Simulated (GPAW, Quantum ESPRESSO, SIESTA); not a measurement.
# Birch–Murnaghan line for bcc Mo, GPAW plane waves, PBE

Calculated with GPAW 26.7.0: PBE; plane waves, PAW, 650 eV; k-mesh 14×14×14. The volume is changed in steps from typed lattice constants. V0 = 15.795 Å³ an atom is where a Birch–Murnaghan fit to this level's pressures, the withheld one apart, crosses zero; rows within 2.5 % of V0 are left out, since F is ill-conditioned there. The typed cell is scaled evenly, with no relaxation, and each row is a single point.

| volume (Å³/atom) | pressure (GPa) |
| --- | --- |
| 14.515 | 25.77 |
| 14.831 | ? |
| 15.146 | 11.74 |
| 16.408 | -9.036 |
| 16.724 | -13.02 |
| 17.04 | -16.6 |

Task: Fit the third-order Birch–Murnaghan equation to the rows given and interpolate to the withheld row.

Worked fit:

Take the Eulerian strain f = ½[(V0/V)^(2/3) − 1] and the normalised pressure F = P / [3f(1 + 2f)^(5/2)]. The third-order Birch–Murnaghan equation is then the line F = B0 + (3/2)B0(B′ − 4) f, so u = f and v = F.

```
     u = f  v = F (GPa)
 0.0289790      257.478
 0.0141831      257.280
-0.0125321      256.088
-0.0186921      255.387
-0.0246611      254.619
```

With n = 5: mean u = -0.00254466, mean v = 256.171, Σ(u − ū)² = 0.0021232, Σ(u − ū)(v − v̄) = 0.10755. Slope b = 0.10755 / 0.0021232 = 50.653; intercept a = v̄ − b ū = 256.30.

So B0 = 256.3 GPa and B′ = 4 + 2b/(3a) = 4.13. At the withheld volume f = 0.02144, F = 257.4 GPa, and P = 3f(1 + 2f)^(5/2) F.

Prediction at 14.831: 18.39 GPa. The run gave 18.4 GPa, so the fit is low by 0.015 GPa (0.079 % of the value).

A fit to this level's energies over the whole scan gives V0 = 15.799 Å³, B0 = 256.4 GPa and B′ = 4.10. Among the rows given, the largest miss of the fit is at 14.515, by 0.029 GPa (0.068 % of the range of the table).

Limits: The nuclei are static. The DFT runs use Fermi–Dirac occupations of width 0.1 eV, and energies are free energies.

[Logs are printed without paths, hosts, clocks, repeated set-up lines and the standing remarks that a program may print on its own settings, such as how far it seeks lower states.]

[Hosts, paths, dates, database ids (printed as entryN), source tags and the programs' standing remarks are cut or masked in the printed files.]
